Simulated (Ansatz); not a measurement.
# Ag wire along [110], 19 atoms a period: bands along the axis

What gap, if any, does the Ag wire along [110], 19 atoms a period have, and how many channels would it open?

Method: DFT PBE, plane waves, PAW; relaxation of a wire's period; PAW set soft_1, in the first sound run; inputs show where later runs differ, in Ansatz 0.2.0.

## Step 1: Set-up

The cell holds 19 atoms: 19 Ag. Its edges and angles: a = 15.100 Å, b = 18.538 Å, c = 2.934 Å, α = 90.0°, β = 90.0°, γ = 90.0°. Vacuum lies along a and b. The structure's axis is c.

## Step 2: The relaxed wire

Band widths follow the bond lengths, so the wire is relaxed first. The atoms and the third cell vector are free; the box across stays fixed as vacuum. A Fermi-Dirac smearing is set since the result may be a metal. The pressure printed is a third of the stress's trace over the whole box, vacuum included; only the stress along the axis is relaxed.

input.yaml reads:

```yaml
crystal:
  lattice:
    - [15.1, 0.0, 0.0]
    - [0.0, 18.538, 0.0]
    - [0.0, 0.0, 2.9344931419]
  atoms:
    - { symbol: Ag, position: [0.225165563, 0.658295362, 0.0] }
    - { symbol: Ag, position: [0.225165563, 0.49999926, 0.0] }
    - { symbol: Ag, position: [0.5, 0.658295362, 0.0] }
    - { symbol: Ag, position: [0.5, 0.49999926, 0.0] }
    - { symbol: Ag, position: [0.5, 0.816591464, 0.0] }
    - { symbol: Ag, position: [0.774834437, 0.658295362, 0.0] }
    - { symbol: Ag, position: [0.774834437, 0.49999926, 0.0] }
    - { symbol: Ag, position: [0.362582781, 0.262555107, 0.5] }
    - { symbol: Ag, position: [0.362582781, 0.420851209, 0.5] }
    - { symbol: Ag, position: [0.362582781, 0.579147311, 0.5] }
    - { symbol: Ag, position: [0.362582781, 0.737443413, 0.5] }
    - { symbol: Ag, position: [0.637417219, 0.262555107, 0.5] }
    - { symbol: Ag, position: [0.637417219, 0.420851209, 0.5] }
    - { symbol: Ag, position: [0.637417219, 0.579147311, 0.5] }
    - { symbol: Ag, position: [0.637417219, 0.737443413, 0.5] }
    - { symbol: Ag, position: [0.225165563, 0.341703158, 0.0] }
    - { symbol: Ag, position: [0.5, 0.341703158, 0.0] }
    - { symbol: Ag, position: [0.5, 0.183407056, 0.0] }
    - { symbol: Ag, position: [0.774834437, 0.341703158, 0.0] }
kpoints:
  mp_grid: { grid: [1, 1, 28] }
scf:
  occupations: { method: fermi_dirac, width: 0.05 }
hamiltonian:
  xc: pbe
  pseudopotentials: { kind: paw, azcp: { folder: soft_1 } }
relax:
  cell: { fix: [a, b, alpha, beta, gamma] }
  max_steps: 45
  f_tol: 0.03
```

Launch:

```sh
> ansatz run input.yaml --threads 4 --pin off --max-ram 16384MiB --backend cpu --events-out ev --progress --plain --runs-dir out
```

Numbers of over 12 decimals in the logs are rounded to 6 here.

Output:

```text
Engine: ansatz 0.2.0, aarch64-unknown-linux-gnu
Pseudopotentials: kind: paw
Pseudopotential: Ag, paw, valence charge 19, recommended cutoff 420 eV (normal), soft_1/Ag.paw.azcp
Functional definition: PBE
  parameter kappa = 0.804
  parameter beta = 0.066725
  exchange = pbe_x(kappa = kappa, mu = beta*pi^2/3)
  correlation = pbe_c(beta = beta)
Crystal: 19 atoms, lattice volume = 821.434 Å³
Basis set: ecut = 420 eV, 15971 PW (Γ), exchange–correlation on 216×250×40 points (8 copies of the dense FFT grid, shifted against one another)
Bands: 217, of which v1, the nominal top of the filled ones, is band 181 counted from 1 (180 counted from 0)
Symmetry: 8 space group operations
Space group: Pmmm (ITA 47), of the structure as read, at distance tolerance 9.4e-5 Å
k-points: 15 of 28
Non-local potential: Ag, projectors of the file, l = 0: 3, l = 1: 2, l = 2: 2, l = 3: 1
PAW form: soft (Blöchl's): semilocal exchange-correlation on the pseudo side does not see the compensation charge
PAW one-centre angular grid: Ag, 590 points (default); XC on 64 Gauss nodes
Initial density: superposition of atomic densities (neutral atoms: chi_scale 0, normalization atom)
Initial wavefunctions: pseudopotential atomic-orbital guess
Functional: x = pbe(κ = 0.804, μ = 0.219515), c = pbe(β = 0.066725)
SCF iter   1: F=—  HF=-144219.000008 eV  |F-HF|=—  |Δ(HF+E_count)|=         —  Δρ=3.55e-2  dr2=1.34e1  ethr=3.10e-3  ⟨swp⟩=6.1  Hψ=12442  notcnv=0  defer=135
preconditioner: auto → LDOS  [metal: Δε(μ)=0.035 eV  Ē_g=8.133 eV  σ=0.050 eV  W_gap=0.17  n_scr=170 (ndim 8)  ℏωp=18.7 eV  f_vac=0.522  D(μ)=6.72/eV (n_scr^D=30)  β→1.0]
SCF iter   2: F=—  HF=-144221.367250 eV  |F-HF|=—  |Δ(HF+E_count)|=    2.37e0  Δρ=5.18e-2  dr2=1.90e1  ethr=3.10e-3  ⟨swp⟩=2.6  Hψ=7240  notcnv=0  defer=381
SCF iter   3: F=—  HF=-144215.669162 eV  |F-HF|=—  |Δ(HF+E_count)|=    5.70e0  Δρ=8.24e-3  dr2=4.03e-1  ethr=3.10e-3  ⟨swp⟩=2.5  Hψ=6168  notcnv=0  defer=386
SCF iter   4: F=—  HF=-144215.595495 eV  |F-HF|=—  |Δ(HF+E_count)|=   7.37e-2  Δρ=1.17e-3  dr2=1.37e-2  ethr=1.12e-4  ⟨swp⟩=2.1  Hψ=6384  notcnv=0  defer=384
SCF iter   5: F=—  HF=-144215.594292 eV  |F-HF|=—  |Δ(HF+E_count)|=   1.20e-3  Δρ=4.52e-4  dr2=1.54e-3  ethr=3.79e-6  ⟨swp⟩=2.9  Hψ=5738  notcnv=0  defer=384
SCF iter   6: F=—  HF=-144215.594633 eV  |F-HF|=—  |Δ(HF+E_count)|=   3.41e-4  Δρ=1.43e-4  dr2=1.97e-4  ethr=4.27e-7  ⟨swp⟩=2.5  Hψ=5622  notcnv=0  defer=384
SCF iter   7: F=—  HF=-144215.594641 eV  |F-HF|=—  |Δ(HF+E_count)|=   8.20e-6  Δρ=4.42e-5  dr2=1.89e-5  ethr=5.46e-8  ⟨swp⟩=2.1  Hψ=5392  notcnv=0  defer=384
SCF iter   8: F=—  HF=-144215.594344 eV  |F-HF|=—  |Δ(HF+E_count)|=   2.97e-4  Δρ=1.81e-5  dr2=2.96e-6  ethr=5.23e-9  ⟨swp⟩=2.1  Hψ=4930  notcnv=0  defer=384
SCF iter   9: F=—  HF=-144215.594345 eV  |F-HF|=—  |Δ(HF+E_count)|=   1.07e-6  Δρ=6.87e-6  dr2=3.76e-7  ethr=8.20e-10  ⟨swp⟩=2.0  Hψ=5013  notcnv=0  defer=384
SCF iter  10: F=-144215.594345 eV  HF=-144215.594345 eV  |F-HF|=1.52e-8  |Δ(HF+E_count)|=   1.49e-7  Δρ=1.93e-6  dr2=4.89e-8  ethr=2.77e-11  ⟨swp⟩=5.0  Hψ=10817  notcnv=0
SCF 1 converged in 10 iterations: F = -144215.594345 eV  dr2 = 4.89e-8
  greatest PAW one-centre occupation: 1.001 electrons in one spin orbital (limit 2), on the Ag atom at site 3 (counted from 0), in its partial waves of l = 0
relax step   1: F+E_penalty+E_count = -144215.59434526 eV  Δ(F+E_penalty+E_count) = +0.000e0 eV  max|allowed force component| = 3.326e-1 eV/Å  Δτ_max = 0.0000 Å  P = -1.114 GPa  Ω = 821.434 Å³  fix = [a, b, alpha, beta, gamma]  reactions: a -0.784, b -1.082 GPa  (10 SCF iters, dr2 threshold 1.00e-7 eV, accepted)
Crystal: 19 atoms, lattice volume = 801.675 Å³
Basis set: ecut = 420 eV, 15643 PW (Γ), exchange–correlation on 216×250×40 points (8 copies of the dense FFT grid, shifted against one another)
Initial density: handed on by an earlier stage of this run
Initial wavefunctions: those handed on with the density
iter 1 solved again at ethr=5.16e-5 eV; its pass at ethr=3.10e-3 eV (dr2=1.86e-1 eV) is discarded
SCF iter   1: F=—  HF=-144215.767215 eV  |F-HF|=—  |Δ(HF+E_count)|=         —  Δρ=4.61e-3  dr2=1.87e-1  ethr=5.16e-5  ⟨swp⟩=3.3  Hψ=16647  notcnv=0
preconditioner: auto → LDOS  [metal: Δε(μ)=0.019 eV  Ē_g=8.655 eV  σ=0.050 eV  W_gap=0.10  n_scr=170 (ndim 8)  ℏωp=19.0 eV  f_vac=0.533  D(μ)=6.19/eV (n_scr^D=30)  β→1.0]
SCF iter   2: F=—  HF=-144215.796588 eV  |F-HF|=—  |Δ(HF+E_count)|=   2.94e-2  Δρ=5.99e-3  dr2=3.10e-1  ethr=5.16e-5  ⟨swp⟩=2.7  Hψ=6785  notcnv=0
SCF iter   3: F=—  HF=-144215.714581 eV  |F-HF|=—  |Δ(HF+E_count)|=   8.20e-2  Δρ=5.87e-4  dr2=6.49e-3  ethr=5.16e-5  ⟨swp⟩=2.2  Hψ=6302  notcnv=0  defer=88
SCF iter   4: F=—  HF=-144215.714246 eV  |F-HF|=—  |Δ(HF+E_count)|=   3.36e-4  Δρ=3.35e-4  dr2=6.99e-4  ethr=1.80e-6  ⟨swp⟩=2.1  Hψ=5036  notcnv=0  defer=131
SCF iter   5: F=—  HF=-144215.714096 eV  |F-HF|=—  |Δ(HF+E_count)|=   1.50e-4  Δρ=4.98e-5  dr2=3.46e-5  ethr=1.94e-7  ⟨swp⟩=2.0  Hψ=5443  notcnv=0  defer=131
SCF iter   6: F=—  HF=-144215.714097 eV  |F-HF|=—  |Δ(HF+E_count)|=   1.39e-6  Δρ=2.34e-5  dr2=5.60e-6  ethr=9.59e-9  ⟨swp⟩=2.0  Hψ=4591  notcnv=0  defer=131
SCF iter   7: F=-144215.714098 eV  HF=-144215.714098 eV  |F-HF|=6.98e-9  |Δ(HF+E_count)|=   3.53e-7  Δρ=5.89e-6  dr2=2.99e-7  ethr=5.26e-10  ⟨swp⟩=4.1  Hψ=10198  notcnv=0
SCF 2 converged in 7 iterations: F = -144215.714098 eV  dr2 = 2.99e-7
relax step   2: F+E_penalty+E_count = -144215.71409781 eV  Δ(F+E_penalty+E_count) = -1.198e-1 eV  max|allowed force component| = 1.760e-1 eV/Å  Δτ_max = 0.1952 Å  P = +0.849 GPa  Ω = 801.675 Å³  energy of the carried Pulay correction = +3.817e-3 eV  fix = [a, b, alpha, beta, gamma]  reactions: a +0.916, b +0.810 GPa  (7 SCF iters, dr2 threshold 1.90e-6 eV, accepted)
Crystal: 19 atoms, lattice volume = 806.708 Å³
Basis set: ecut = 420 eV, 15743 PW (Γ), exchange–correlation on 216×250×40 points (8 copies of the dense FFT grid, shifted against one another)
iter 1 solved again at ethr=9.50e-6 eV; its pass at ethr=3.10e-3 eV (dr2=3.43e-2 eV) is discarded
SCF iter   1: F=—  HF=-144215.777390 eV  |F-HF|=—  |Δ(HF+E_count)|=         —  Δρ=1.96e-3  dr2=3.38e-2  ethr=9.50e-6  ⟨swp⟩=2.2  Hψ=15725  notcnv=0
preconditioner: auto → LDOS  [metal: Δε(μ)=0.042 eV  Ē_g=8.604 eV  σ=0.050 eV  W_gap=0.20  n_scr=166 (ndim 8)  ℏωp=18.9 eV  f_vac=0.527  D(μ)=6.29/eV (n_scr^D=30)  β→1.0]
SCF iter   2: F=—  HF=-144215.781177 eV  |F-HF|=—  |Δ(HF+E_count)|=   3.79e-3  Δρ=2.20e-3  dr2=5.74e-2  ethr=9.36e-6  ⟨swp⟩=2.1  Hψ=6210  notcnv=0
SCF iter   3: F=—  HF=-144215.768308 eV  |F-HF|=—  |Δ(HF+E_count)|=   1.29e-2  Δρ=3.36e-4  dr2=1.39e-3  ethr=9.36e-6  ⟨swp⟩=2.0  Hψ=5363  notcnv=0
SCF iter   4: F=—  HF=-144215.767992 eV  |F-HF|=—  |Δ(HF+E_count)|=   3.16e-4  Δρ=2.04e-4  dr2=2.87e-4  ethr=3.84e-7  ⟨swp⟩=2.0  Hψ=5135  notcnv=0
SCF iter   5: F=—  HF=-144215.767928 eV  |F-HF|=—  |Δ(HF+E_count)|=   6.36e-5  Δρ=4.32e-5  dr2=2.05e-5  ethr=7.96e-8  ⟨swp⟩=2.0  Hψ=4946  notcnv=0
SCF iter   6: F=-144215.767925 eV  HF=-144215.767926 eV  |F-HF|=8.30e-7  |Δ(HF+E_count)|=   2.37e-6  Δρ=1.13e-5  dr2=1.48e-6  ethr=5.26e-10  ⟨swp⟩=3.0  Hψ=12372  notcnv=0
SCF 3 converged in 6 iterations: F = -144215.767925 eV  dr2 = 1.48e-6
relax step   3: F+E_penalty+E_count = -144215.76792527 eV  Δ(F+E_penalty+E_count) = -5.383e-2 eV  max|allowed force component| = 2.881e-2 eV/Å  Δτ_max = 0.0553 Å  P = -0.058 GPa  Ω = 806.708 Å³  energy of the carried Pulay correction = +2.836e-3 eV  fix = [a, b, alpha, beta, gamma]  reactions: a +0.026, b -0.110 GPa  (6 SCF iters, dr2 threshold 1.90e-6 eV, accepted)
Crystal: 19 atoms, lattice volume = 805.819 Å³
Basis set: ecut = 420 eV, 15735 PW (Γ), exchange–correlation on 216×250×40 points (8 copies of the dense FFT grid, shifted against one another)
iter 1 solved again at ethr=1.26e-7 eV; its pass at ethr=3.10e-3 eV (dr2=4.56e-4 eV) is discarded
SCF iter   1: F=—  HF=-144215.769223 eV  |F-HF|=—  |Δ(HF+E_count)|=         —  Δρ=2.43e-4  dr2=5.15e-4  ethr=1.26e-7  ⟨swp⟩=3.1  Hψ=14719  notcnv=0
preconditioner: auto → LDOS  [metal: Δε(μ)=0.036 eV  Ē_g=8.591 eV  σ=0.050 eV  W_gap=0.17  n_scr=170 (ndim 8)  ℏωp=18.9 eV  f_vac=0.527  D(μ)=6.20/eV (n_scr^D=30)  β→1.0]
SCF iter   2: F=—  HF=-144215.769218 eV  |F-HF|=—  |Δ(HF+E_count)|=   4.90e-6  Δρ=2.62e-4  dr2=6.38e-4  ethr=1.26e-7  ⟨swp⟩=2.3  Hψ=5721  notcnv=0
SCF iter   3: F=—  HF=-144215.769045 eV  |F-HF|=—  |Δ(HF+E_count)|=   1.73e-4  Δρ=4.56e-5  dr2=1.91e-5  ethr=1.26e-7  ⟨swp⟩=2.0  Hψ=5707  notcnv=0
SCF iter   4: F=—  HF=-144215.768864 eV  |F-HF|=—  |Δ(HF+E_count)|=   1.81e-4  Δρ=1.80e-5  dr2=2.06e-6  ethr=5.28e-9  ⟨swp⟩=2.0  Hψ=5720  notcnv=0
SCF iter   5: F=—  HF=-144215.768864 eV  |F-HF|=—  |Δ(HF+E_count)|=   3.68e-7  Δρ=4.60e-6  dr2=1.59e-7  ethr=5.71e-10  ⟨swp⟩=2.0  Hψ=5695  notcnv=0
SCF iter   6: F=—  HF=-144215.768864 eV  |F-HF|=—  |Δ(HF+E_count)|=   7.10e-9  Δρ=1.41e-6  dr2=2.15e-8  ethr=4.40e-11  ⟨swp⟩=2.0  Hψ=5730  notcnv=0
SCF iter   7: F=-144215.768864 eV  HF=-144215.768864 eV  |F-HF|=3.78e-10  |Δ(HF+E_count)|=  9.31e-10  Δρ=3.10e-7  dr2=1.01e-9  ethr=5.58e-12  ⟨swp⟩=4.0  Hψ=9793  notcnv=0
SCF 4 converged in 7 iterations: F = -144215.768864 eV  dr2 = 1.01e-9
relax step   4: F+E_penalty+E_count = -144215.76886375 eV  Δ(F+E_penalty+E_count) = -9.385e-4 eV  max|allowed force component| = 6.052e-3 eV/Å  Δτ_max = 0.0125 Å  P = +0.001 GPa  Ω = 805.819 Å³  energy of the carried Pulay correction = +3.009e-3 eV  fix = [a, b, alpha, beta, gamma]  reactions: a +0.061, b -0.048 GPa  (7 SCF iters, dr2 threshold 2.02e-8 eV, accepted)
Initial wavefunctions: pseudopotential atomic-orbital guess (no wavefunctions were taken with the density)
iter 1 solved again at ethr=9.90e-8 eV; its pass at ethr=3.10e-3 eV (dr2=3.57e-4 eV) is discarded
SCF iter   1: F=—  HF=-144215.765754 eV  |F-HF|=—  |Δ(HF+E_count)|=         —  Δρ=3.86e-5  dr2=1.91e-6  ethr=9.90e-8  ⟨swp⟩=4.4  Hψ=24022  notcnv=0
preconditioner: auto → LDOS  [metal: Δε(μ)=0.037 eV  Ē_g=8.593 eV  σ=0.050 eV  W_gap=0.18  n_scr=170 (ndim 8)  ℏωp=18.9 eV  f_vac=0.527  D(μ)=6.20/eV (n_scr^D=30)  β→1.0]
SCF iter   2: F=—  HF=-144215.765566 eV  |F-HF|=—  |Δ(HF+E_count)|=   1.88e-4  Δρ=2.55e-5  dr2=3.96e-6  ethr=5.28e-10  ⟨swp⟩=3.0  Hψ=7182  notcnv=0
SCF iter   3: F=—  HF=-144215.765565 eV  |F-HF|=—  |Δ(HF+E_count)|=   9.92e-7  Δρ=1.20e-5  dr2=9.75e-7  ethr=5.28e-10  ⟨swp⟩=2.0  Hψ=5967  notcnv=0
SCF iter   4: F=—  HF=-144215.765565 eV  |F-HF|=—  |Δ(HF+E_count)|=   2.63e-7  Δρ=3.20e-6  dr2=6.92e-8  ethr=2.70e-10  ⟨swp⟩=2.0  Hψ=4483  notcnv=0
SCF iter   5: F=—  HF=-144215.765565 eV  |F-HF|=—  |Δ(HF+E_count)|=   1.90e-8  Δρ=6.48e-7  dr2=3.17e-9  ethr=1.92e-11  ⟨swp⟩=2.0  Hψ=5639  notcnv=0
SCF iter   6: F=-144215.765565 eV  HF=-144215.765565 eV  |F-HF|=5.82e-11  |Δ(HF+E_count)|=   1.08e-9  Δρ=7.83e-8  dr2=6.35e-11  ethr=1.00e-12  ⟨swp⟩=3.1  Hψ=13200  notcnv=0
SCF 5 converged in 6 iterations: F = -144215.765565 eV  dr2 = 6.35e-11
relax step   5: F+E_penalty+E_count = -144215.76556471 eV  Δ(F+E_penalty+E_count) = +3.299e-3 eV  max|allowed force component| = 6.126e-3 eV/Å  Δτ_max = 0.0000 Å  P = +0.004 GPa  Ω = 805.819 Å³  fix = [a, b, alpha, beta, gamma]  reactions: a +0.063, b -0.045 GPa  stress off target by 6.40e-3 GPa on what of the cell is left free  SCF on the basis re-selected at this cell (its energy is not comparable with the rows above)  (6 SCF iters)
basis re-selected at this cell: Δ(F+E_penalty+E_count) = +3.299e-3 eV, ΔP = +0.003 GPa vs the last step (what re-selecting the basis moved, of the pressure what is left beyond the Pulay correction that the steps carried, after the strain that the cell walked since its last selection, with what the two solves' SCF thresholds leave and, on support functions, any second-order correction that the steps lacked; it is no m [...]
SCF converged after 6 iterations
Free energy (F): -144215.765565 eV
Harris-Foulkes:  -144215.765565 eV  (|F-HF|=5.82e-11)
Internal energy: -144215.715944 eV  (E = F + TS)
E sigma→0 (E₀):  -144215.740754 eV
Entropy (-TS):   -0.049621 eV (-2.612 meV/atom)
Fermi energy:    4.486601 eV
--- Per-component energies (eV) ---
  E_band       = -9034.314445
  E_kinetic    = 8887.878032
  E_local      = -270726.932289  (includes V_loc(G=0)·N_el)
  E_nonlocal   = 608.832213
  E_hartree    = 132765.086333
  E_xc         = -3010.116550
  E_vxc        = -3807.808515  (∫ρ·V_xc dr)
  E_paw        = -75165.769508  (= ΣΔE_a)
  E_vpaw       = -9526.465088  (= ΣTr[D̂ρ^β])
  E_aug_tail   = 0.007170  (compensation charges beyond the density's cutoff)
  E_ewald      = 62425.298654
  E_smearing   = -0.049621  (= −TS)
  E_closure    = -0.000000  (closes the sum)
  Σ components = -144215.765565   (vs F -144215.765565, Δ=0.00e0)
--- Forces (eV/Å), atoms counted from 1 ---
  atom   1  Ag    -0.00250993     0.00072728     0.00000000
  atom   2  Ag    -0.00480955     0.00000000     0.00000000
  atom   3  Ag    -0.00000000    -0.00218820     0.00000000
  atom   4  Ag     0.00000000     0.00000000     0.00000000
  atom   5  Ag    -0.00000000    -0.00482889     0.00000000
  atom   6  Ag     0.00250993     0.00072728     0.00000000
  atom   7  Ag     0.00480955     0.00000000     0.00000000
  atom   8  Ag    -0.00163394    -0.00061640     0.00000000
  atom   9  Ag     0.00612643     0.00062369     0.00000000
  atom  10  Ag     0.00612643    -0.00062369     0.00000000
  atom  11  Ag    -0.00163394     0.00061640     0.00000000
  atom  12  Ag     0.00163394    -0.00061640     0.00000000
  atom  13  Ag    -0.00612643     0.00062369     0.00000000
  atom  14  Ag    -0.00612643    -0.00062369     0.00000000
  atom  15  Ag     0.00163394     0.00061640     0.00000000
  atom  16  Ag    -0.00250993    -0.00072728     0.00000000
  atom  17  Ag    -0.00000000     0.00218820     0.00000000
  atom  18  Ag     0.00000000     0.00482889     0.00000000
  atom  19  Ag     0.00250993    -0.00072728     0.00000000
  max |Σ_I F_I| component: 7.59e-19 eV/Å
--- Stress (GPa, compression-positive) ---
        0.063075       0.000000       0.000000
        0.000000      -0.044939       0.000000
        0.000000       0.000000      -0.006401
  P = ⅓ Tr σ = 0.0039 GPa (0.039 kbar)
--- Relaxed structure (4 steps of the walk, 4 accepted, 1 SCFs on fresh bases) ---
  F+E_penalty+E_count = -144215.76556471 eV   max|allowed force component| = 6.126e-3 eV/Å   (the final SCF, on the basis selected at the relaxed cell)
  cell:  # Å, volume = 805.8185 Å³
    - [15.1, 0.0, 0.0]
    - [0.0, 18.538, 0.0]
    - [0.0, 0.0, 2.878707]
  atoms:
    - { symbol: Ag, position: [0.227661, 0.655630, 0.0] }
    - { symbol: Ag, position: [0.221984, 0.49999926, 0.0] }
    - { symbol: Ag, position: [0.5, 0.655091, 0.0] }
    - { symbol: Ag, position: [0.5, 0.49999926, 0.0] }
    - { symbol: Ag, position: [0.5, 0.807902, 0.0] }
    - { symbol: Ag, position: [0.772339, 0.655630, 0.0] }
    - { symbol: Ag, position: [0.778016, 0.49999926, 0.0] }
    - { symbol: Ag, position: [0.360482, 0.264183, 0.500000] }
    - { symbol: Ag, position: [0.360464, 0.422384, 0.500000] }
    - { symbol: Ag, position: [0.360464, 0.577614, 0.500000] }
    - { symbol: Ag, position: [0.360482, 0.735816, 0.500000] }
    - { symbol: Ag, position: [0.639518, 0.264183, 0.500000] }
    - { symbol: Ag, position: [0.639536, 0.422384, 0.500000] }
    - { symbol: Ag, position: [0.639536, 0.577614, 0.500000] }
    - { symbol: Ag, position: [0.639518, 0.735816, 0.500000] }
    - { symbol: Ag, position: [0.227661, 0.344368, 0.0] }
    - { symbol: Ag, position: [0.5, 0.344907, 0.0] }
    - { symbol: Ag, position: [0.5, 0.192097, 0.0] }
    - { symbol: Ag, position: [0.772339, 0.344368, 0.0] }
```

Elapsed: 5.7 min, on 4 threads of Arm Neoverse V1, shared host; peak memory 4 GiB.

(Part 1 of 2 ends here.)

[Logs are printed without paths, hosts, clocks, repeated set-up lines and the standing remarks that a program may print on its own settings, such as how far it seeks lower states.]

[Hosts, paths, dates, database ids (printed as entryN), source tags and the programs' standing remarks are cut or masked in the printed files.]
